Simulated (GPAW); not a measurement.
**WS2 (2H monolayer): dielectric function and energy loss**

What do local fields and a kernel do to the response of WS2 (2H monolayer)?

Main program and level: GPAW 26.7.0; LDA and many-body steps on it, plane waves.

This is a report of a sequence of runs, with the program logs left out and the cost of each run kept.

## Step 1: The system as given

The cell holds 3 atoms: 1 W and 2 S. Its edges and angles: a = 3.122 Å, b = 3.122 Å, c = 14.500 Å, α = 90.0°, β = 90.0°, γ = 120.0°. Vacuum lies along c.

Structure file:

```
W S
1.0
     3.12241    0.00000    0.00000
    -1.56120    2.70408    0.00000
     0.00000    0.00000   14.50000
W S
1 2
Cartesian
  0.0000 1.8027 7.2500
  1.5612 0.9014 8.8094
  1.5612 0.9014 5.6906
```

The structure was relaxed with LDA. The runs that relaxed it are not among those shown.

## Step 2: Empty states on the mesh, 18×18×1 mesh, 79 bands

This step: GPAW 26.7.0; DFT, LDA, plane waves, PAW.

The sums over transitions need many empty states on a uniform mesh; this step solves for them.

run.py reads:

```python
import json
import numpy as np
from gpaw.mpi import world
from gpaw import GPAW

calc = GPAW('gs.gpw').fixed_density(kpts={'size': (18, 18, 1), 'gamma': True},
    nbands=92,
    convergence={'bands': 79},
    txt='nscf.txt')
calc.write('full.gpw', mode='all')
res = {}
kpts = calc.get_ibz_k_points()
res['kpts'] = kpts
res['eigenvalues'] = [calc.get_eigenvalues(kpt=k) for k in range(len(kpts))]
res['n_electrons'] = calc.get_number_of_electrons()

if world.rank == 0:
    with open('result.json', 'w') as f:
        json.dump(res, f, default=lambda x: x.tolist())
```

The run is started by

```console
$ mpirun -n 16 gpaw python run.py
```

It took 19 s on 16 MPI ranks of Arm Neoverse V1, shared host; peak memory 2.7 GiB; 4.7 min of CPU time.

This step gave:

| Property | Result |
| --- | --- |
| gap | 1.996 eV |
| k of the valence top | 0.3333, 0.3333, 0 |
| k of the conduction bottom | 0.3333, 0.3333, 0 |
| least direct gap | 1.996 eV |
| k points computed | 37 |
| lowest point of the top converged band, above the valence top | 34.37 eV |

On this mesh the gap is 1.996 eV.

## Step 3: RPA response

The response function is computed on a frequency grid, with local fields up to the given cutoff.

This step: linear response, RPA, on LDA, plane waves, PAW.

run.py reads:

```python
import json
import numpy as np
from gpaw.mpi import world
from gpaw.response.df import DielectricFunction

df = DielectricFunction('full.gpw',
    ecut=50,
    nbands=79,
    eta=0.2,
    frequencies={'type': 'nonlinear', 'domega0': 0.05, 'omega2': 10.0},
    intraband=False,
    truncation='2D',
    txt='df.txt')
res = {'optical': {}, 'eels': []}
for d in 'x':
    y0, y = df.get_polarizability(direction=d, xc='RPA', filename=None)
    res['optical'][d] = [y0.real, y0.imag, y.real, y.imag]
res['w'] = df.get_frequencies()
for q_c in [[0.0555555556, 0, 0], [0.2222222222, 0, 0], [0.5, 0, 0], [0.7777777778, 0, 0], [1.2222222222, 0, 0]]:
    res['eels'].append(df.get_eels_spectrum(q_c=q_c, xc='RPA', filename=None))

if world.rank == 0:
    with open('result.json', 'w') as f:
        json.dump(res, f, default=lambda x: x.tolist())
```

The run is started by

```console
$ mpirun -n 16 gpaw python run.py
```

Wall time 24 s (16 MPI ranks); peak memory 6.4 GiB; 6 min of CPU time.

Numbers from this step:

```
static polarisability of the sheet (Å) : 5.507
the same without local fields          : 5.859
```

The static value is 5.51.

The Im polarisability of the sheet has structure finer than the step of the table below, so its rows give means over 1 eV. Peaks (eV: height): xx, no local fields 3.2: 8.83, 4.2: 7.57; xx, local fields 3.4: 8.35, 4.2: 7.70.

RPA, broadening 0.2 eV. Im polarisability of the sheet against photon energy; means over each step:

```csv
photon energy (eV),"xx, no local fields (Å)","xx, local fields (Å)"
1,0.232,0.207
2,1.81,1.53
3,7.11,6.47
4,6.62,7.00
5,5.94,5.66
6,4.58,4.17
7,3.93,3.69
8,2.48,2.37
9,2.13,2.00
10,2.11,1.82
11,2.12,1.75
12,1.73,1.51
13,1.27,1.10
14,1.05,0.917
15,0.785,0.736
16,0.657,0.618
17,0.448,0.458
18,0.338,0.410
19,0.235,0.415
20,0.161,0.297
21,0.129,0.249
22,0.102,0.202
23,0.0864,0.177
24,0.0791,0.162
25,0.0642,0.117
26,0.0578,0.0898
27,0.0489,0.0733
28,0.0444,0.0654
29,0.0398,0.0524
30,0.0354,0.0390
31,0.0331,0.0349
32,0.0327,0.0334
33,0.0369,0.0312
34,0.0368,0.0266
35,0.0351,0.0241
36,0.0311,0.0212
37,0.0281,0.0185
38,0.0292,0.0161
39,0.0380,0.0167
```

## Step 4: RPA response, local-field cutoff (18×18×1 mesh, 79 bands, screening to 100 eV, broadening 0.2 eV)

Edit run.py of step 3 so:

```diff
@@ -6,3 +6,3 @@
 df = DielectricFunction('full.gpw',
-    ecut=50,
+    ecut=100,
     nbands=79,
@@ -18,3 +18,3 @@
 res['w'] = df.get_frequencies()
-for q_c in [[0.0555555556, 0, 0], [0.2222222222, 0, 0], [0.5, 0, 0], [0.7777777778, 0, 0], [1.2222222222, 0, 0]]:
+for q_c in [[0.5, 0, 0]]:
     res['eels'].append(df.get_eels_spectrum(q_c=q_c, xc='RPA', filename=None))
```

The run is started by

```console
$ mpirun -n 16 gpaw python run.py
```

Run time: 29 s. Hardware: 16 MPI ranks; peak memory 29 GiB.

Numbers from this step:

| Property | Result |
| --- | --- |
| static polarisability of the sheet (Å) | 5.358 |
| the same without local fields | 5.859 |

The static value is 5.36.

## Step 5: RPA response, fewer bands (18×18×1 mesh, 15 bands, screening to 50 eV, broadening 0.2 eV)

Edit run.py of step 4 so:

```diff
@@ -6,4 +6,4 @@
 df = DielectricFunction('full.gpw',
-    ecut=100,
-    nbands=79,
+    ecut=50,
+    nbands=15,
     eta=0.2,
@@ -18,3 +18,3 @@
 res['w'] = df.get_frequencies()
-for q_c in [[0.5, 0, 0]]:
+for q_c in []:
     res['eels'].append(df.get_eels_spectrum(q_c=q_c, xc='RPA', filename=None))
```

The run is started by

```console
$ mpirun -n 16 gpaw python run.py
```

The job ended after 5.2 s (16 MPI ranks; peak memory 5.6 GiB).

Read from the output:

| Property | Result |
| --- | --- |
| static polarisability of the sheet (Å) | 3.499 |
| the same without local fields | 3.675 |

## Step 6: RPA response, scissors (18×18×1 mesh, 79 bands, screening to 50 eV, broadening 0.2 eV)

Edit run.py of step 5 so:

```diff
@@ -7,3 +7,3 @@
     ecut=50,
-    nbands=15,
+    nbands=79,
     eta=0.2,
@@ -12,2 +12,3 @@
     truncation='2D',
+    eshift=1.0,
     txt='df.txt')
```

The run is started by

```console
$ mpirun -n 16 gpaw python run.py
```

The job ended after 6.5 s (16 MPI ranks; peak memory 6 GiB; 97 s of CPU time).

This step gave:

- static polarisability of the sheet (Å): 4.499
- the same without local fields: 4.755

The static value is 4.50.

The Im polarisability of the sheet has structure finer than the step of the table below, so its rows give means over 1 eV. Peaks (eV: height): xx, no local fields 4.2: 8.84, 5.2: 7.56; xx, local fields 4.4: 8.42, 5.2: 7.71.

RPA, broadening 0.2 eV. The Im polarisability of the sheet by photon energy; means over each step:

```
photon energy (eV)  xx, no local fields (Å)  xx, local fields (Å)
                 1                   0.0846                0.0778
                 2                    0.275                 0.248
                 3                     1.84                  1.57
                 4                     7.12                  6.52
                 5                     6.63                  7.04
                 6                     5.95                  5.68
                 7                     4.59                  4.18
                 8                     3.94                  3.70
                 9                     2.48                  2.38
                10                     2.13                  2.00
                11                     2.11                  1.82
                12                     2.12                  1.75
                13                     1.73                  1.52
                14                     1.28                  1.11
                15                     1.06                 0.924
                16                    0.787                 0.741
                17                    0.657                 0.622
                18                    0.450                 0.463
                19                    0.340                 0.414
                20                    0.236                 0.420
                21                    0.161                 0.302
                22                    0.130                 0.254
                23                    0.103                 0.206
                24                   0.0868                 0.180
                25                   0.0795                 0.165
                26                   0.0647                 0.120
                27                   0.0581                0.0917
                28                   0.0492                0.0751
                29                   0.0446                0.0670
                30                   0.0400                0.0538
                31                   0.0356                0.0402
                32                   0.0334                0.0359
                33                   0.0330                0.0344
                34                   0.0370                0.0319
                35                   0.0370                0.0272
                36                   0.0352                0.0247
                37                   0.0313                0.0217
                38                   0.0282                0.0191
                39                   0.0293                0.0165
```

## Step 7: RPA response, more bands than the file holds (18×18×1 mesh, 237 bands, screening to 30 eV, broadening 0.2 eV)

Edit run.py of step 6 so:

```diff
@@ -6,4 +6,4 @@
 df = DielectricFunction('full.gpw',
-    ecut=50,
-    nbands=79,
+    ecut=30,
+    nbands=237,
     eta=0.2,
@@ -12,3 +12,2 @@
     truncation='2D',
-    eshift=1.0,
     txt='df.txt')
```

The run is started by

```console
$ mpirun -n 16 gpaw python run.py
```

Run time: 12 s. Hardware: 16 MPI ranks; peak memory 2.3 GiB.

The run stopped with an error after 12 s.

The fault put into this input: more bands than the file holds.

## Step 8: The runs together

Times are wall times on 16 MPI ranks of Arm Neoverse V1, shared host, good to a factor of about two.

| run | static polarisability (Å) | without local fields | loss peak (eV) | time |
| --- | --- | --- | --- | --- |
| RPA response | 5.51 | 5.86 | - | 24 s |
| RPA response, local-field cutoff (18×18×1 mesh, 79 bands, screening to 100 eV, broadening 0.2 eV) | 5.36 | 5.86 | - | 29 s |
| RPA response, fewer bands (18×18×1 mesh, 15 bands, screening to 50 eV, broadening 0.2 eV) | 3.50 | 3.68 | - | 5.2 s |
| RPA response, scissors (18×18×1 mesh, 79 bands, screening to 50 eV, broadening 0.2 eV) | 4.50 | 4.76 | - | 6.5 s |

## Step 9: Summary of results

```yaml
rpa_response: static polarisability (Å) 5.51
rpa_response_local_field_cutoff_18x18x1_mesh_79_bands_screening_to_100_ev_broadening_0p2_ev: static polarisability (Å) 5.36
rpa_response_fewer_bands_18x18x1_mesh_15_bands_screening_to_50_ev_broadening_0p2_ev: static polarisability (Å) 3.50
rpa_response_scissors_18x18x1_mesh_79_bands_screening_to_50_ev_broadening_0p2_ev: static polarisability (Å) 4.50
```

**Reading.** In the optical limit the electronic static polarisability (Å) is 5.51, against 5.86 without local fields. RPA response, local-field cutoff (18×18×1 mesh, 79 bands, screening to 100 eV, broadening 0.2 eV): static polarisability (Å) = 5.36. RPA response, fewer bands (18×18×1 mesh, 15 bands, screening to 50 eV, broadening 0.2 eV): static polarisability (Å) = 3.50. RPA response, scissors (18×18×1 mesh, 79 bands, screening to 50 eV, broadening 0.2 eV): static polarisability (Å) = 4.50. ε(0) converges slowly with a Γ-centred mesh, and this one is not shown settled. Unless a shift is named, the levels are those of the density functional, and only a kernel with a long-range part can bind an exciton.

[Long decimals in the printed logs are rounded to 6 places.]

[Logs are printed without paths, hosts, clocks, repeated set-up lines and the standing remarks that a program may print on its own settings, such as how far it seeks lower states.]

[Paths, hosts, dates, memory and timing lines, banners, echoed tables and standing remarks are left out of the program output; an Ansatz launch command may be rebuilt from the run's recorded settings. Measured values are a selection of at most five: reports struck by readers or far from the other reports are left out. None is set beside runs whose start may be inverted or whose files or cutoffs have a known fault.]

[Runs of the session that timed out or met a known fault of the program may be left out.]

[Hosts, paths, dates, database ids (printed as entryN), source tags and the programs' standing remarks are cut or masked in the printed files.]

[Where the starting crystal was built by hand or by swapping elements, it need not be the compound's stable phase.]
